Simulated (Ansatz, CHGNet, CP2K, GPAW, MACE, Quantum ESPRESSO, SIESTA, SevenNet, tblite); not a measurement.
# Running H16C6Br2N2O (Pca2_1) (108 atoms) with GPAW

Wanted: GPAW inputs and outputs for H16C6Br2N2O (Pca2_1) (108 atoms), checked against a plane-wave reference.

Method: the method is named at each step, in GPAW 26.7.0.

### Step 1. The structure

The cell holds 108 atoms: 64 H, 24 C, 8 Br, 8 N and 4 O. Cell: a = 12.383 Å, b = 8.319 Å, c = 9.881 Å, α = 90.0°, β = 90.0°, γ = 90.0°. It derives from H16C6Br2N2O (Pca2_1), repeated 1×1×1. H16C6Br2N2O, space group Pca2_1, structure from the Crystallography Open Database, 1 x 1 x 1 conventional cells; every coordinate displaced by a Gaussian of 0.02 Å; bonds to H set to neutron lengths (C-H 1.089, N-H 1.015, O-H 0.983, B-H 1.19 Å) where the listed ones are shorter. Then every atom was moved at random, 0.03 Å r.m.s. a Cartesian component (hydrogen 0.6 of that).

The yardstick, on the same geometry:

* method: Kohn-Sham DFT, PBE, PAW, plane waves (Ansatz 0.2.0); cutoff 420 eV, Γ point, fermi-dirac smearing of 0.05 eV; PAW set soft_2
* r.m.s. force component: 1.288 eV/Å
* longest force: 6.811 eV/Å
* pressure: 3.153 GPa
* gap (highest filled to lowest empty level): 4.743 eV
* SCF cycles: 9
* time: 9.1 s on 8 threads of Arm Neoverse V1, shared host
* CPU time: 43 s

### Step 2. PBE, LCAO dzp, h 0.18 Å

Method: Kohn-Sham DFT, PBE, PAW, atomic orbitals (dzp).

run.py

```python
import numpy as np
from ase.io import read
from gpaw import GPAW, FermiDirac
from ase.parallel import parprint as print

atoms = read("structure.xyz")
atoms.calc = GPAW(
    mode="lcao",
    basis="dzp",
    h=0.18,
    xc="PBE",
    kpts={"size": (1, 1, 1), "gamma": True},
    occupations=FermiDirac(0.05),
    maxiter=200,
    symmetry={"point_group": False},
    txt="gpaw.txt",
)
energy = atoms.get_potential_energy(force_consistent=True)
forces = atoms.get_forces()
print(f"energy {energy:.6f} eV")
print("forces (eV/A)")
for i, (a, f) in enumerate(zip(atoms, forces)):
    print(f"{i:4d} {a.symbol:2s} {f[0]:10.5f} {f[1]:10.5f} {f[2]:10.5f}")
print(f"Fermi level {atoms.calc.get_fermi_level():.4f} eV")
for k in range(len(atoms.calc.get_ibz_k_points())):
    for s in range(atoms.calc.get_number_of_spins()):
        e = atoms.calc.get_eigenvalues(kpt=k, spin=s)
        n = np.searchsorted(e, atoms.calc.get_fermi_level())
        print(f"k {k} spin {s} levels about the Fermi level:", np.round(e[max(n - 6, 0):n], 4).tolist(), "|", np.round(e[n:n + 6], 4).tolist())
```

structure.xyz

```xyz
108
Lattice="12.38280 0.00000 0.00000 0.00000 8.31850 0.00000 0.00000 0.00000 9.88060" Properties=species:S:1:pos:R:3 pbc="T T T"
H 2.74205 6.14729 1.84797
H 9.70675 2.20124 6.81514
H 8.92812 2.24708 1.87208
H 3.47189 6.15927 6.83253
H 1.16869 5.66889 1.14753
H 11.23058 2.58622 6.04554
H 7.39488 2.68388 1.12530
H 4.93133 5.65916 6.09584
H 1.76046 3.97242 2.63792
H 10.63905 4.35174 7.63039
H 7.94109 4.33211 2.67349
H 4.43118 3.95969 7.69541
H 2.08564 5.14932 3.95431
H 10.31822 3.19231 8.90499
H 8.28446 3.23299 3.97348
H 4.06614 5.13925 8.93295
H 11.80997 5.28824 2.82931
H 0.49940 3.02053 7.81289
H 5.66501 2.98959 2.86014
H 6.75618 5.30279 7.82603
H 12.10877 3.90853 3.64298
H 0.25026 4.46429 8.56638
H 5.93223 4.43925 3.62262
H 6.40773 3.87559 8.53605
H 0.46745 5.34297 5.58728
H 11.90656 3.00564 0.63354
H 6.66405 2.98318 5.59943
H 5.70315 5.31993 0.64589
H 11.19232 5.01131 5.23958
H 1.24682 3.28556 0.31065
H 4.93120 3.30769 5.25431
H 7.39748 5.00890 0.29662
H 11.58089 7.26837 3.78881
H 0.82643 1.03025 8.76992
H 5.35729 1.04306 3.80759
H 7.01882 7.22628 8.70659
H 10.88782 7.20981 5.41971
H 1.51305 1.06984 0.43603
H 4.70398 1.10902 5.36428
H 7.71399 7.22395 0.45569
H 0.22945 0.56158 5.16993
H 12.16090 7.75342 0.18091
H 6.45181 7.70576 5.08288
H 5.99749 0.52997 0.19564
H 0.58335 7.76881 6.30086
H 11.77456 0.53721 1.37311
H 6.77624 0.57581 6.33722
H 5.61770 7.83553 1.37637
H 2.18569 6.70887 4.86936
H 10.15575 1.65289 9.79563
H 8.39938 1.64839 4.83458
H 3.97067 6.67601 9.78011
H 2.55395 0.04875 5.25016
H 9.81015 8.31592 0.33792
H 8.77730 8.23057 5.27832
H 3.63299 0.04076 0.34345
[... 48 atom lines left out ...]
O 1.10281 7.35988 2.41116
O 11.19975 0.99464 7.36599
O 7.29892 1.09621 2.40869
O 5.01479 7.28867 7.29287
```

Started as:

```
$ OMP_NUM_THREADS=1 mpirun -np 2 gpaw python run.py > output.txt
```

The log of the run:

```text
energy -546.202605 eV
forces (eV/A)
   0 H     0.32128   -0.07779   -0.12551
   1 H    -0.94521    0.49209   -0.43855
   2 H     1.96857   -0.27161   -0.23751
   3 H    -2.68958   -0.29931   -0.41693
   4 H    -1.15000    0.01645   -1.99228
   5 H     1.80644    0.39146   -2.91085
   6 H     0.06725   -0.67342    0.09566
   7 H     1.64476   -0.69025   -2.91785
   8 H     0.16880   -0.39094    0.01863
   9 H    -0.01611    0.80862   -0.28483
  10 H     0.22279    1.54023   -0.55618
  11 H    -0.88364   -2.56245   -0.97836
  12 H     0.40741   -0.34569    0.42159
  13 H    -0.06362    0.18443   -0.25909
  14 H     0.31627    0.23137    0.50695
  15 H    -0.45434   -0.23357    0.79443
  16 H    -0.87361    0.03753   -0.80774
  17 H     2.39903   -0.78368   -2.34615
  18 H    -1.50785   -0.32283   -1.17043
  19 H     0.58140   -0.31074   -0.91358
  20 H    -0.76272   -3.32172   -0.02477
  21 H     0.60890    1.12463    0.00884
  22 H    -0.60333    1.48065   -0.01216
  23 H     1.61122   -5.32818    0.22726
[...]
100 N    -2.31873   -0.72873   -0.63668
 101 N    -1.12230   -3.68905   -0.35858
 102 N     0.95073   -2.09412   -4.05154
 103 N    -0.15070   -0.22238    4.75975
 104 O    -1.33062   -2.53193   -2.24763
 105 O     3.95403    1.45887   -2.83297
 106 O    -0.25337   -2.77416    0.46899
 107 O     2.25679   -0.07625   -0.19785
Fermi level 2.3786 eV
k 0 spin 0 levels about the Fermi level: [0.5408, 0.5789, 0.6213, 0.6697, 0.6813, 0.7663] | [5.5555, 6.1039, 6.2033, 6.2951, 6.4435, 6.4744]
```

gpaw.txt:

```text
Input parameters:
  mode=LCAO(),
  basis={'default': 'dzp'},
  h=0.18,
  kpts=MonkhorstPack(size=(1, 1, 1), gamma=True),
  maxiter=200,
  occupations=Occupations(name='fermi-dirac', width=0.05, fixmagmom=False),
  symmetry=Symmetry(point_group=False),
  xc=XC(name='PBE')
Unit cell  # Å
| periodic |         x |        y |        z |   lengths |    angles |
|----------|-----------|----------|----------|-----------|-----------|
|      yes | 12.382800 | 0.000000 | 0.000000 | 12.382800 | 90.000000 |
|      yes |  0.000000 | 8.318500 | 0.000000 |  8.318500 | 90.000000 |
|      yes |  0.000000 | 0.000000 | 9.880600 |  9.880600 | 90.000000 |
Number of symmetries: 1
Symmetry operations  # r_c * U_cc + t_c -> r_c
|   | kind |            matrix            |
|---|------|------------------------------|
| 0 |  E   |  1, 0, 0,  0, 1, 0,  0, 0, 1 |
BZ-sampling:
  Number of BZ points: 1
  Number of IBZ points: 1
  Monkhorst-Pack size: [1, 1, 1]
  Monkhorst-Pack shift: [0, 0, 0]
[... lines left out ...]
        l=1, rc=5.3906 Bohr: 2p-sz confined orbital
        l=0, rc=2.2969 Bohr: 2s-dz split-valence wave
        l=1, rc=2.8906 Bohr: 2p-dz split-valence wave
        l=2, rc=5.3906 Bohr: d-type Gaussian polarization
      Number of RI-basis functions 0
Reference energy: -612697.608227  # eV
eigensolver:
density mixing:
  MSR1-Mixer
occupation numbers:
  Fermi-Dirac:
    width: 0.0500  # eV
FastPoissonSolver using
    Stencil: 6*3+1=19 point O(h^6) finite-difference Laplacian
xc functional:
  name: PBE with 2 nearest neighbor stencil
interpolation: tri-quintic # 5. degree polynomial
Initialization done in: 5.533 s
convergence criteria:
- Maximum [total energy] change in last 3 cyles: 0.0005 eV / valence electron
- Maximum integral of absolute [dens]ity change: 0.0001 electrons / valence electron
- Maximum integral of absolute [eigenst]ate change: 4e-08 eV^2 / valence electron
maximum number of iterations: 200
SCF iterations
|iter     |      energy | eigst |  dens |
|---------|-------------|-------|-------|
|iter:   1| -558.276075 |      c|       |
|iter:   2| -556.349584 |      c| -0.82 |
|iter:   3| -546.231937 |      c| -0.85 |
|iter:   4| -546.195007 |      c| -1.47 |
|iter:   5| -546.202708c|      c| -2.10 |
|iter:   6| -546.202594c|      c| -2.81 |
|iter:   7| -546.202605c|      c| -3.30 |
|iter:   8| -546.202605c|      c| -3.86 |
|iter:   9| -546.202605c|      c| -4.42c|
Converged in 9 steps
SCF loop duration: 32.531 s (3.615 s/step)
Energy contributions relative to reference atoms: (reference = -612697.608227)
Energy contributions:
  Kinetic:         529.456599
  Coulomb:        -559.397450
  Zero:              4.082876
  External:          0.000000
  Xc:             -520.344629
  Entropy:          -0.000000
  Spinorbit:         0.000000
  ----------------------------
  Free energy:    -546.202605
  Extrapolated:   -546.202605
dipole moment: (1.415035, 1.223787, 61.971724)  # |e|*Ang
Fermi level: 2.379
Eigenvalues  # (at kpt = [0.000, 0.000, 0.000])
| band index |      eig [eV] | occ [0-2] |
|------------|---------------|-----------|
|          0 |       -20.956 |     2.000 |
|        ... |               |           |
|        132 |         0.495 |     2.000 |
|        133 |         0.539 |     2.000 |
[...]
|        147 |         6.574 |     0.000 |
|        ... |               |           |
|        171 |         8.388 |     0.000 |
Gap: 4.789 eV
Transition (v -> c):
  (s=0, k=0, n=139, [0.00, 0.00, 0.00]) -> (s=0, k=0, n=140, [0.00, 0.00, 0.00])
No difference between direct/indirect transitions
Force computation time: 7.842  # s
```

Run time: 50 s. Hardware: 2 MPI ranks of Arm Neoverse V1, shared host; peak memory 1.3 GiB.

Banners, paths, timers and routine set-up lines are dropped from the logs unmarked, and long logs keep their key lines alone; longer cuts are marked.

Numbers from this run, and their distance from the reference:

| Quantity | Value |
| --- | --- |
| r.m.s. force component | 1.452 eV/Å |
| r.m.s. difference of force components | 323.6 meV/Å |
| longest difference of force vectors | 943.1 meV/Å |
| force difference over r.m.s. force | 25.12 % |
| slope of forces against the reference's | 1.103 |
| correlation of force components | 0.9792 |
| gap (highest filled to lowest empty level) | 4.789 eV |
| gap difference | 0.0464 eV |

This run lies far from the reference in forces at the same functional.

Length of the force difference by element (eV/Å):

```tsv
element	atoms	mean	most
Br	8	0.027	0.042
C	24	0.48	0.67
H	64	0.60	0.94
N	8	0.58	0.82
O	4	0.60	0.71
```

Levels nearest the highest filled one (eV from it): -0.23, -0.19, -0.14, -0.10, -0.09, 0.00, 4.79, 5.34, 5.44, 5.53, 5.68, 5.71.

Local excerpt of 9 atoms (numbers count through the whole input) about N100, which bears the longest force; x, y, z are measured from there.

```tsv
atom	x	y	z	distance (Å)	bonds	Fx	Fy	Fz (eV/Å)
N100	0.00	0.00	0.00	0.00	4	-3.27	6.77	-0.60
H24	0.24	-0.92	0.00	0.95	1	1.61	-5.33	0.23
H20	0.59	0.51	-0.71	1.06	1	0.58	-0.31	-0.91
C76	0.34	0.69	1.27	1.48	4	-1.23	0.17	0.97
C72	-1.50	0.11	-0.47	1.57	4	2.23	2.76	0.25
H32	1.23	0.22	1.64	2.06	1	1.24	-0.60	0.51
H12	-1.74	-0.83	-0.85	2.11	1	-0.88	-2.56	-0.98
H28	-0.47	0.53	1.99	2.11	1	-0.55	-0.78	0.62
H16	-2.10	0.35	0.39	2.17	1	-0.45	-0.23	0.79
```

Atoms are counted from 1 here, from 0 in the log.

Forces lie 25 % from the reference's, at 2.3 times its CPU time (on 2 against 8 cores).

### Step 3. PBE, LCAO sz(dzp), h 0.18 Å

Method: Kohn-Sham DFT, PBE, PAW, atomic orbitals (sz(dzp)).

run.py, as its differences from that of step 2:

```diff
@@ -3,3 +3,2 @@
 from gpaw import GPAW, FermiDirac
-from ase.parallel import parprint as print
 
@@ -8,3 +7,3 @@
     mode="lcao",
-    basis="dzp",
+    basis="sz(dzp)",
     h=0.18,
```

structure.xyz is that of step 2.

Started as:

```
$ OMP_NUM_THREADS=1 python run.py > output.txt
```

The log of the run:

```text
energy -442.833369 eV
forces (eV/A)
   0 H     3.44585    0.12306   -0.46317
   1 H    -4.22769    0.34765   -0.68129
   2 H     5.47603   -0.13609   -0.74029
   3 H    -6.37583    0.15364   -0.81759
   4 H    -2.68011   -1.41586   -5.00763
   5 H     3.37049    1.71412   -6.47129
   6 H    -0.99516    0.51824   -2.34912
   7 H     3.14341   -2.12241   -6.30534
   8 H     1.23819   -3.13930   -1.26421
   9 H    -1.20170    3.51151   -1.45609
  10 H     1.32484    4.41871   -1.91407
  11 H    -1.94098   -5.91295   -2.37276
  12 H     2.13868    0.15703    2.62996
  13 H    -1.70477   -0.20817    1.67172
  14 H     2.00384   -0.10161    2.63861
  15 H    -2.19970    0.34703    3.02563
  16 H    -3.79537    1.94476   -4.23773
  17 H     5.42305   -2.98165   -6.13262
  18 H    -4.32753   -2.39790   -4.85389
  19 H     3.37781    1.74912   -4.32573
  20 H    -2.23069   -7.96581    0.25340
  21 H     1.80638    5.28422    0.08778
  22 H    -1.76142    5.75205   -0.00130
  23 H     2.94903  -10.42931    0.11108
[...]
100 N    -2.61872   -2.68191   -2.78007
 101 N    -2.46210   -2.39130   -2.28210
 102 N     1.46915   -0.90276   -6.07345
 103 N    -0.59949   -2.25727    3.20038
 104 O    -4.88771   -2.66316   -4.06124
 105 O     7.11538    1.38980   -4.40216
 106 O    -3.70117   -4.63819    0.05940
 107 O     5.28759    0.65515   -1.63214
Fermi level 4.3535 eV
k 0 spin 0 levels about the Fermi level: [2.4697, 2.5788, 2.5847, 2.7283, 2.7709, 2.923] | [5.9053, 6.0026, 6.1676, 6.3671, 6.4983, 6.5274]
```

gpaw.txt:

```text
Input parameters:
  mode=LCAO(),
  basis={'default': 'sz(dzp)'},
  h=0.18,
  kpts=MonkhorstPack(size=(1, 1, 1), gamma=True),
  maxiter=200,
  occupations=Occupations(name='fermi-dirac', width=0.05, fixmagmom=False),
  symmetry=Symmetry(point_group=False),
  xc=XC(name='PBE')
Unit cell  # Å
| periodic |         x |        y |        z |   lengths |    angles |
[... lines left out ...]
  Fermi-Dirac:
[... lines left out ...]
convergence criteria:
- Maximum [total energy] change in last 3 cyles: 0.0005 eV / valence electron
[... lines left out ...]
Converged in 9 steps
[... lines left out ...]
  Free energy:    -442.833369
  Extrapolated:   -442.833369
dipole moment: (1.378137, 1.090449, 59.985581)  # |e|*Ang
Fermi level: 4.353
Eigenvalues  # (at kpt = [0.000, 0.000, 0.000])
| band index |      eig [eV] | occ [0-2] |
|------------|---------------|-----------|
|          0 |       -22.048 |     2.000 |
|        ... |               |           |
|        132 |         2.384 |     2.000 |
|        133 |         2.455 |     2.000 |
[...]
|        147 |         6.802 |     0.000 |
|        ... |               |           |
|        171 |         9.466 |     0.000 |
Gap: 2.982 eV
Transition (v -> c):
  (s=0, k=0, n=139, [0.00, 0.00, 0.00]) -> (s=0, k=0, n=140, [0.00, 0.00, 0.00])
No difference between direct/indirect transitions
Force computation time: 3.453  # s
timing:  # [seconds]
  Total:  30.513  # ━━━━━━━━━━━━━━━━━━━━━━━━━━━━━━━━━━━━━━━━━━━━━━━━━━━━━━━━━
  Init:    6.768  # ━━━━━━━━━━━━╸
  SCF:    20.261  # ━━━━━━━━━━━━━━━━━━━━━━━━━━━━━━━━━━━━━━
  Forces:  3.453  # ━━━━━━╸
```

The job ended after 32 s (1 thread; peak memory 0.87 GiB).

Compared with the plane-wave run:

* r.m.s. force component: 2.847 eV/Å
* r.m.s. difference of force components: 2129 meV/Å
* longest difference of force vectors: 6218 meV/Å
* force difference over r.m.s. force: 165.3 %
* slope of forces against the reference's: 1.576
* correlation of force components: 0.7132
* gap (highest filled to lowest empty level): 2.982 eV
* gap difference: -1.76 eV

This is a coarse setting, run to see what it loses.

Against the first run (25 %), the force difference from the reference is 165 %, at 0.33 times the CPU time (on 1 against 2 cores), with 240 basis functions against 892: the smaller basis costs accuracy.

[end of part 1 of 2]

[Also dropped from logs without a mark: logging warnings of Python, and SIESTA's first energy breakdown and zero terms.]

[Logs are printed without paths, hosts, clocks, repeated set-up lines and the standing remarks that a program may print on its own settings, such as how far it seeks lower states.]

[Hosts, paths, dates, database ids (printed as entryN), source tags and the programs' standing remarks are cut or masked in the printed files.]
